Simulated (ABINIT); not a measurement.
Records of electronic-structure calculations.

**WS2 (Tungstenite): one start, several treatments of the self-energy**

The structure is hexagonal, space group P6_3/mmc (No. 194). The conventional cell has a = 3.153 Å, b = 3.153 Å, c = 12.323 Å, α = 90.00°, β = 90.00°, γ = 120.00°. W has 6 S at 2.40 Å nearest. S has 3 W at 2.40 Å nearest. Farther neighbours, and contacts between anions beyond the nearest, are not listed.

- method: RPA screening on PBE, plane waves, norm-conserving pseudopotentials (and 5 further levels or steps)
- program: ABINIT 10.8.3
- settings: cutoff 31 Ha, PseudoDojo scalar-relativistic 0.4.1 standard, norm-conserving, ngkpt (6, 6, 1), nband 252, ecuteps 5.6 Ha, inclvkb 2, shiftk (0, 0, 0), symchi 1, awtr 1, frequency ppm, 6×6×1 k-mesh
- cost: 9 runs, 7.5 min in all on 8 MPI ranks of Arm Neoverse V1, shared host
- notes: The program’s warnings: nproc spkpt=  >= nkpt= * nsppol=. The cell and positions come from the Crystallography Open Database and are kept as given unless a step says otherwise. Limits: no spin-orbit coupling. Static COHSEX lies above G0W0: it lacks the factor Z and overstates the Coulomb hole of the filled states. The 6×6×1 mesh is coarse for this cell, which bears on the long-range parts of exchange and screening.
- G0W0, Godby-Needs plasmon pole: 1.316 eV
- G0W0, Hybertsen-Louie plasmon pole: 1.299 eV
- G0W0, von der Linden-Horsch plasmon pole: 1.327 eV
- G0W0, Engel-Farid plasmon pole: 1.345 eV
- one-shot SEX: 0.818 eV
- one-shot COHSEX: 1.609 eV
- one-shot Hartree-Fock: 5.593 eV
- known limits: short of the basis limit; no spin-orbit coupling; coarse k mesh

G0W0, Hybertsen-Louie plasmon pole: −0.017 eV against G0W0, Godby-Needs plasmon pole. G0W0, von der Linden-Horsch plasmon pole: +0.011 eV against G0W0, Godby-Needs plasmon pole.

[Paths, hosts, dates, memory and timing lines, banners, echoed tables and standing remarks are left out of the program output; an Ansatz launch command may be rebuilt from the run's recorded settings. Measured values are a selection of at most five: reports struck by readers or far from the other reports are left out. None is set beside runs whose start may be inverted or whose files or cutoffs have a known fault.]

[Runs of the session that timed out or met a known fault of the program may be left out.]

[Hosts, paths, dates, database ids (printed as entryN), source tags and the programs' standing remarks are cut or masked in the printed files.]

[G0W0 gaps are taken among the corrected bands and points alone; a level outside them can change the order at an edge.]

[Where Ansatz stands beside ABINIT at settings called matched, ABINIT's density can come from a denser mesh and the files from another edition; pairs whose starting gaps differed by over 0.03 eV were left out, so agreement reads better than it is.]
